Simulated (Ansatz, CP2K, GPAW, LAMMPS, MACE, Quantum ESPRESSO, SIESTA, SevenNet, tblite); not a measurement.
# CP2K on liquid Ge at 2600 K (66 atoms): settings against a plane-wave reference, part 2 of 3

Wanted: CP2K inputs and outputs for liquid Ge at 2600 K (66 atoms), checked against a plane-wave reference.

Program: CP2K 2026.2; the method stands at each step. Banners, paths, timers and routine set-up lines are dropped from the logs unmarked, and long logs keep their key lines alone; longer cuts are marked.

So far. Step 4 (PBE, TZV2P-UZH, 350/50 Ry, diagonalisation): Against the first run (4.4 %), the force difference from the reference is 2.6 %, at 3.1 times the CPU time (on 4 against 2 cores), with 1914 basis functions against 858: the larger basis brings the forces nearer.

**5. PBE, DZVP-UZH, 175/50 Ry, diagonalisation**

Method: Kohn-Sham DFT, PBE, GTH-PBE pseudopotentials, Gaussian and plane waves, DZVP-MOLOPT (UZH set), diagonalisation.

input.inp

```
&GLOBAL
  PROJECT cell
  RUN_TYPE ENERGY_FORCE
  PRINT_LEVEL LOW
&END GLOBAL
&FORCE_EVAL
  METHOD QS
  STRESS_TENSOR ANALYTICAL
  &DFT
    BASIS_SET_FILE_NAME BASIS_MOLOPT_UZH
    POTENTIAL_FILE_NAME POTENTIAL_UZH
    &MGRID
      CUTOFF 175
      REL_CUTOFF 50
    &END MGRID
    &QS
      EPS_DEFAULT 1.0E-12
    &END QS
    &SCF
      SCF_GUESS ATOMIC
      EPS_SCF 5.0E-06
      MAX_SCF 200
      ADDED_MOS 29
      &DIAGONALIZATION
        ALGORITHM STANDARD
      &END DIAGONALIZATION
      &SMEAR ON
        METHOD FERMI_DIRAC
        ELECTRONIC_TEMPERATURE [K] 580
      &END SMEAR
      &MIXING
        METHOD BROYDEN_MIXING
        ALPHA 0.15
        NBROYDEN 12
      &END MIXING
      &PRINT
        &RESTART OFF
        &END RESTART
      &END PRINT
    &END SCF
    &XC
      &XC_FUNCTIONAL PBE
      &END XC_FUNCTIONAL
    &END XC
    &PRINT
      &MULLIKEN ON
      &END MULLIKEN
      &HIRSHFELD ON
        SHAPE_FUNCTION DENSITY
      &END HIRSHFELD
      &MO ON
        EIGENVALUES T
        OCCUPATION_NUMBERS T
        MO_INDEX_RANGE 121 144
        &EACH
          QS_SCF 0
        &END EACH
        ADD_LAST NUMERIC
      &END MO
    &END PRINT
  &END DFT
  &SUBSYS
    &CELL
      A 11.47290 0.00000 0.00000
      B 0.00000 11.47290 0.00000
      C 0.00000 0.00000 11.47290
    &END CELL
    &COORD
      SCALED
[... 66 atom lines left out: the same atoms as in the first run ...]
    &END COORD
    &KIND Ge
      BASIS_SET DZVP-MOLOPT-PBE-GTH-q4
      POTENTIAL GTH-PBE-q4
    &END KIND
  &END SUBSYS
  &PRINT
    &FORCES ON
    &END FORCES
    &STRESS_TENSOR ON
    &END STRESS_TENSOR
  &END PRINT
&END FORCE_EVAL
```

Launch:

```bash
OMP_NUM_THREADS=2 cp2k.psmp -i input.inp > output.txt
```

Numbers of over 12 decimals in the logs are rounded to 6 here.

The log of the run:

```text
CP2K| version string:                                       CP2K version 2026.2
 CP2K| Input file name                                                 input.inp
 GLOBAL| Basis set file name                                    BASIS_MOLOPT_UZH
 GLOBAL| Potential file name                                       POTENTIAL_UZH
 GLOBAL| Run type                                                   ENERGY_FORCE
 GLOBAL| Total number of message passing processes                             1
 GLOBAL| Number of threads for this process                                    2
[... lines left out ...]
                        Smear method:                                FERMI_DIRAC
[... lines left out ...]
 Number of electrons:                                                        264
[... lines left out ...]
  Step     Update method      Time    Convergence         Total energy    Change
[... lines left out ...]
  *** SCF run converged in    16 steps ***
[... lines left out ...]
  Fermi energy:                                                 0.156800
  Total energy:                                              -258.161040
  Total energy (extrapolated to T->0):                       -258.156510
[... lines left out ...]
 MO| E(Fermi):            0.156800 a.u.          4.266741 eV
[... lines left out ...]
     66       Ge     1       4.000          4.032                        -0.032
  Total Charge                                                           -0.000
 !-----------------------------------------------------------------------------!
 ENERGY| Total FORCE_EVAL ( QS ) energy [hartree]           -258.161061
 FORCES| Atomic forces [hartree/bohr]
 FORCES|   Atom     x               y               z               |f|
 FORCES|      1  1.58598832E-02  2.58539518E-02  3.67318308E-02   4.76360170E-02
 FORCES|      2  1.12076197E-02  1.44591611E-03  5.89686968E-03   1.27465479E-02
 FORCES|      3  1.08315754E-02 -6.27438940E-03  2.55281650E-02   2.84319925E-02
[...]
FORCES|     65 -1.80932177E-02 -1.43525358E-02 -3.58593399E-02   4.26526912E-02
 FORCES|     66 -6.72415111E-03 -6.98241402E-03  1.06341225E-02   1.43893320E-02
 FORCES| Sum     1.42105609E-05  1.13890955E-05  7.42402647E-06
 FORCES| Total atomic force                                       1.96664106E-05
 STRESS| Analytical stress tensor [bar]
 STRESS|                        x                   y                   z
 STRESS|      x        6.15734185179E+04  -1.69884235941E+03   3.25945603552E+03
 STRESS|      y       -1.69884235941E+03   4.16576765836E+04   1.15252071464E+04
 STRESS|      z        3.25945603552E+03   1.15252071464E+04   5.81370153969E+04
 STRESS| 1/3 Trace                                             5.37893701661E+04
```

Run time: 62 s. Hardware: 2 threads of Arm Neoverse V1, shared host; peak memory 1.1 GiB.

Compared with the plane-wave run:

```yaml
r_m_s_force_component: 0.8937 eV/Å
r_m_s_difference_of_force_components: 39.22 meV/Å
longest_difference_of_force_vectors: 146.1 meV/Å
force_difference_over_r_m_s_force: 4.357 %
slope_of_forces_against_the_reference_s: 0.9917
correlation_of_force_components: 0.9991
pressure: 5.379 GPa
pressure_difference: 0.6982 GPa
energy_less_the_same_level_run_s: 0.0006 meV/atom
r_m_s_force_difference_from_the_same_level_run: 0.128 meV/Å
```

This is a coarse setting, run to see what it loses.

Against the first run (4.4 %), the force difference from the reference is 4.4 %, at 0.75 times the CPU time: the change moves forces by 0.13 meV/Å r.m.s., so most of the difference comes from elsewhere.

**6. PBE+D3(BJ), DZVP-UZH, 350/50 Ry, diagonalisation**

Method: Kohn-Sham DFT, PBE+D3(BJ), GTH-PBE pseudopotentials, Gaussian and plane waves, DZVP-MOLOPT (UZH set), diagonalisation.

input.inp: that of step 5 with these lines changed.

```diff
@@ -12,3 +12,3 @@
     &MGRID
-      CUTOFF 175
+      CUTOFF 350
       REL_CUTOFF 50
@@ -43,2 +43,10 @@
       &END XC_FUNCTIONAL
+      &VDW_POTENTIAL
+        POTENTIAL_TYPE PAIR_POTENTIAL
+        &PAIR_POTENTIAL
+          TYPE DFTD3(BJ)
+          PARAMETER_FILE_NAME dftd3.dat
+          REFERENCE_FUNCTIONAL PBE
+        &END PAIR_POTENTIAL
+      &END VDW_POTENTIAL
     &END XC
@@ -68,4 +76,27 @@
     &COORD
-      SCALED
-[... 66 atom lines left out: the same atoms as in the first run ...]
+      Ge 0.44297 8.53354 11.40624
+      Ge 3.05420 0.62952 5.06207
+      Ge 1.34841 6.84680 1.32994
+      Ge 7.21014 7.37111 5.58420
+      Ge 0.16842 4.64939 1.50708
+      Ge 8.57003 2.10826 0.97829
+      Ge 5.98885 5.29210 1.07593
+      Ge 3.57909 4.12038 4.01356
+      Ge 5.18655 6.50640 7.59655
+      Ge 1.17781 3.60272 4.78844
+      Ge 1.73218 5.69549 6.11838
+      Ge 5.20548 9.80726 7.47689
+      Ge 6.58051 9.73980 5.35693
+      Ge 4.53443 2.08290 3.18098
+      Ge 10.07022 11.26077 4.04856
+      Ge 0.38755 10.71248 1.41472
+      Ge 6.33694 1.76797 7.52129
+      Ge 4.13403 7.98743 3.94243
+      Ge 10.36978 7.64875 10.01951
+      Ge 5.83420 11.20914 9.45023
+[... 42 atom lines left out ...]
+      Ge 8.84893 7.04987 7.37535
+      Ge 7.99845 10.97383 1.65738
+      Ge 9.19771 2.05950 3.46837
+      Ge 1.97862 10.98565 3.13692
     &END COORD
```

The log of the run:

```text
CP2K| version string:                                       CP2K version 2026.2
 CP2K| Input file name                                                 input.inp
 GLOBAL| Basis set file name                                    BASIS_MOLOPT_UZH
 GLOBAL| Potential file name                                       POTENTIAL_UZH
 GLOBAL| Run type                                                   ENERGY_FORCE
 GLOBAL| Total number of message passing processes                             1
 GLOBAL| Number of threads for this process                                    2
[... lines left out ...]
                        Smear method:                                FERMI_DIRAC
[... lines left out ...]
 Number of electrons:                                                        264
[... lines left out ...]
  Step     Update method      Time    Convergence         Total energy    Change
[... lines left out ...]
  *** SCF run converged in    16 steps ***
[... lines left out ...]
  Fermi energy:                                                 0.156800
  Total energy:                                              -258.881214
  Total energy (extrapolated to T->0):                       -258.876685
[... lines left out ...]
 MO| E(Fermi):            0.156800 a.u.          4.266741 eV
[... lines left out ...]
     66       Ge     1       4.000          4.032                        -0.032
  Total Charge                                                           -0.000
 !-----------------------------------------------------------------------------!
 ENERGY| Total FORCE_EVAL ( QS ) energy [hartree]           -258.881235
 FORCES| Atomic forces [hartree/bohr]
 FORCES|   Atom     x               y               z               |f|
 FORCES|      1  1.56847549E-02  2.60338908E-02  3.67390483E-02   4.76815759E-02
 FORCES|      2  1.01225986E-02  2.98428261E-04  6.72637047E-03   1.21573073E-02
 FORCES|      3  1.01546820E-02 -5.93368924E-03  2.47781447E-02   2.74277723E-02
[...]
FORCES|     65 -1.77800188E-02 -1.39613083E-02 -3.55714182E-02   4.21470402E-02
 FORCES|     66 -7.48740551E-03 -6.81017013E-03  1.09088773E-02   1.48809698E-02
 FORCES| Sum    -2.81953685E-08  1.60579203E-07 -6.33995415E-09
 FORCES| Total atomic force                                       1.63158984E-07
 STRESS| Analytical stress tensor [bar]
 STRESS|                        x                   y                   z
 STRESS|      x        4.88419265010E+04  -9.09826081004E+02   2.78516656454E+03
 STRESS|      y       -9.09826081004E+02   2.88738580515E+04   1.12347057191E+04
 STRESS|      z        2.78516656454E+03   1.12347057191E+04   4.53308672626E+04
 STRESS| 1/3 Trace                                             4.10155506050E+04
```

Run time: 88 s. Hardware: 2 threads; peak memory 2.2 GiB.

Numbers from this run, and their distance from the reference:

```
r.m.s. force component                  : 0.8654 eV/Å
r.m.s. difference of force components   : 103.5 meV/Å
longest difference of force vectors     : 441.1 meV/Å
force difference over r.m.s. force      : 11.49 %
slope of forces against the reference's : 0.9554
correlation of force components         : 0.9939
pressure                                : 4.102 GPa
pressure difference                     : -0.5791 GPa
```

Against the first run (4.4 %), the force difference from the reference is 11 %, at 1.0 times the CPU time; the model has changed, so this is no error of the program alone.

**7. PBE, DZVP-UZH, 122/50 Ry, diagonalisation**

Method: Kohn-Sham DFT, PBE, GTH-PBE pseudopotentials, Gaussian and plane waves, DZVP-MOLOPT (UZH set), diagonalisation.

input.inp: that of step 6 with these lines changed.

```diff
@@ -12,3 +12,3 @@
     &MGRID
-      CUTOFF 350
+      CUTOFF 122
       REL_CUTOFF 50
@@ -43,10 +43,2 @@
       &END XC_FUNCTIONAL
-      &VDW_POTENTIAL
-        POTENTIAL_TYPE PAIR_POTENTIAL
-        &PAIR_POTENTIAL
-          TYPE DFTD3(BJ)
-          PARAMETER_FILE_NAME dftd3.dat
-          REFERENCE_FUNCTIONAL PBE
-        &END PAIR_POTENTIAL
-      &END VDW_POTENTIAL
     &END XC
```

The log of the run:

```text
CP2K| version string:                                       CP2K version 2026.2
 CP2K| Input file name                                                 input.inp
 GLOBAL| Basis set file name                                    BASIS_MOLOPT_UZH
 GLOBAL| Potential file name                                       POTENTIAL_UZH
 GLOBAL| Run type                                                   ENERGY_FORCE
 GLOBAL| Total number of message passing processes                             1
 GLOBAL| Number of threads for this process                                    2
 TOTAL NUMBERS AND MAXIMUM NUMBERS
  Total number of            - Atomic kinds:                                   1
                             - Atoms:                                         66
[... lines left out ...]
                        Smear method:                                FERMI_DIRAC
[... lines left out ...]
 Number of electrons:                                                        264
[... lines left out ...]
  Step     Update method      Time    Convergence         Total energy    Change
[... lines left out ...]
  *** SCF run converged in    16 steps ***
[... lines left out ...]
  Fermi energy:                                                 0.156800
  Total energy:                                              -258.161019
  Total energy (extrapolated to T->0):                       -258.156490
[... lines left out ...]
 MO| E(Fermi):            0.156800 a.u.          4.266741 eV
[... lines left out ...]
 !-----------------------------------------------------------------------------!
 !-----------------------------------------------------------------------------!
                           Hirshfeld Charges
  #Atom  Element  Kind  Ref Charge     Population                    Net charge
      1       Ge     1       4.000          4.014                        -0.014
      2       Ge     1       4.000          3.991                         0.009
      3       Ge     1       4.000          4.021                        -0.021
[...]
65       Ge     1       4.000          4.027                        -0.027
     66       Ge     1       4.000          4.032                        -0.032
  Total Charge                                                           -0.000
 !-----------------------------------------------------------------------------!
 ENERGY| Total FORCE_EVAL ( QS ) energy [hartree]           -258.161040
 FORCES| Atomic forces [hartree/bohr]
 FORCES|   Atom     x               y               z               |f|
 FORCES|      1  1.58488314E-02  2.58525812E-02  3.67370647E-02   4.76356309E-02
 FORCES|      2  1.11884407E-02  1.43042023E-03  5.87389547E-03   1.27173092E-02
 FORCES|      3  1.08141651E-02 -6.25686677E-03  2.55060096E-02   2.84016033E-02
[...]
FORCES|     65 -1.81092371E-02 -1.43689453E-02 -3.58779992E-02   4.26806969E-02
 FORCES|     66 -6.70571650E-03 -6.96793721E-03  1.06446828E-02   1.43815178E-02
 FORCES| Sum     9.99340592E-06 -1.41251519E-04 -8.87262272E-05
 FORCES| Total atomic force                                       1.67105366E-04
 STRESS| Analytical stress tensor [bar]
 STRESS|                        x                   y                   z
 STRESS|      x        6.15722290549E+04  -1.69899627032E+03   3.25935925948E+03
 STRESS|      y       -1.69899627032E+03   4.16550733640E+04   1.15248551985E+04
 STRESS|      z        3.25935925948E+03   1.15248551985E+04   5.81352022306E+04
 STRESS| 1/3 Trace                                             5.37875015498E+04
```

The job ended after 53 s (2 threads; peak memory 0.79 GiB; 1.7 min of CPU time).

Numbers from this run, and their distance from the reference:

```yaml
r_m_s_force_component: 0.8936 eV/Å
r_m_s_difference_of_force_components: 39.15 meV/Å
longest_difference_of_force_vectors: 145.5 meV/Å
force_difference_over_r_m_s_force: 4.348 %
slope_of_forces_against_the_reference_s: 0.9917
correlation_of_force_components: 0.9991
pressure: 5.379 GPa
pressure_difference: 0.6981 GPa
energy_less_the_same_level_run_s: 0.0092 meV/atom
r_m_s_force_difference_from_the_same_level_run: 0.773 meV/Å
```

This is a coarse setting, run to see what it loses.

Against the first run (4.4 %), the force difference from the reference is 4.3 %, at 0.65 times the CPU time: the change moves forces by 0.77 meV/Å r.m.s., so most of the difference comes from elsewhere.

**8. RPBE, PBE potentials, DZVP-UZH, 350/50 Ry, diagonalisation**

Method: Kohn-Sham DFT, RPBE, GTH-PBE pseudopotentials, Gaussian and plane waves, DZVP-MOLOPT (UZH set), diagonalisation.

input.inp: that of step 7 with these lines changed.

```diff
@@ -12,3 +12,3 @@
     &MGRID
-      CUTOFF 122
+      CUTOFF 350
       REL_CUTOFF 50
@@ -41,3 +41,7 @@
     &XC
-      &XC_FUNCTIONAL PBE
+      &XC_FUNCTIONAL
+        &GGA_X_RPBE
+        &END GGA_X_RPBE
+        &GGA_C_PBE
+        &END GGA_C_PBE
       &END XC_FUNCTIONAL
```

The log of the run:

```text
CP2K| version string:                                       CP2K version 2026.2
 CP2K| Input file name                                                 input.inp
 GLOBAL| Basis set file name                                    BASIS_MOLOPT_UZH
 GLOBAL| Potential file name                                       POTENTIAL_UZH
[... lines left out ...]
 Number of electrons:                                                        264
[... lines left out ...]
  Step     Update method      Time    Convergence         Total energy    Change
[... lines left out ...]
  *** SCF run converged in    16 steps ***
[... lines left out ...]
  Fermi energy:                                                 0.157462
  Total energy:                                              -258.372602
  Total energy (extrapolated to T->0):                       -258.368157
[... lines left out ...]
 MO| E(Fermi):            0.157462 a.u.          4.284765 eV
[... lines left out ...]
 ENERGY| Total FORCE_EVAL ( QS ) energy [hartree]           -258.372485
[... lines left out ...]
 FORCES|      1  1.62088400E-02  2.54880625E-02  3.61964803E-02   4.71439604E-02
 FORCES|      2  1.09581908E-02  1.32047740E-03  5.79834241E-03   1.24678138E-02
 FORCES|      3  1.09477208E-02 -6.21246856E-03  2.57807192E-02   2.86895946E-02
[...]
FORCES|     65 -1.80371303E-02 -1.42678982E-02 -3.56169425E-02   4.23966695E-02
 FORCES|     66 -6.49099186E-03 -7.44656199E-03  1.00656923E-02   1.41032770E-02
 FORCES| Sum     6.35789653E-06  1.93282398E-06 -5.21250865E-06
 FORCES| Total atomic force                                       8.44564403E-06
 STRESS| Analytical stress tensor [bar]
 STRESS|                        x                   y                   z
 STRESS|      x        6.51408467741E+04  -1.73204920659E+03   3.18060269780E+03
 STRESS|      y       -1.73204920659E+03   4.53618680800E+04   1.15646922062E+04
 STRESS|      z        3.18060269780E+03   1.15646922062E+04   6.21645739552E+04
 STRESS| 1/3 Trace                                             5.75557629364E+04
```

The job ended after 86 s (2 threads; peak memory 2.2 GiB; 2.6 min of CPU time).

Against the reference:

```
r.m.s. force component                  : 0.8903 eV/Å
r.m.s. difference of force components   : 41.33 meV/Å
longest difference of force vectors     : 172.9 meV/Å
force difference over r.m.s. force      : 4.591 %
slope of forces against the reference's : 0.9879
correlation of force components         : 0.999
pressure                                : 5.756 GPa
pressure difference                     : 1.075 GPa
```

Against the first run (4.4 %), the force difference from the reference is 4.6 %, at 1.00 times the CPU time; the model has changed, so this is no error of the program alone.

[end of part 2 of 3]

[Also dropped from logs without a mark: logging warnings of Python, and SIESTA's first energy breakdown and zero terms.]

[Logs are printed without paths, hosts, clocks, repeated set-up lines and the standing remarks that a program may print on its own settings, such as how far it seeks lower states.]

[Hosts, paths, dates, database ids (printed as entryN), source tags and the programs' standing remarks are cut or masked in the printed files.]
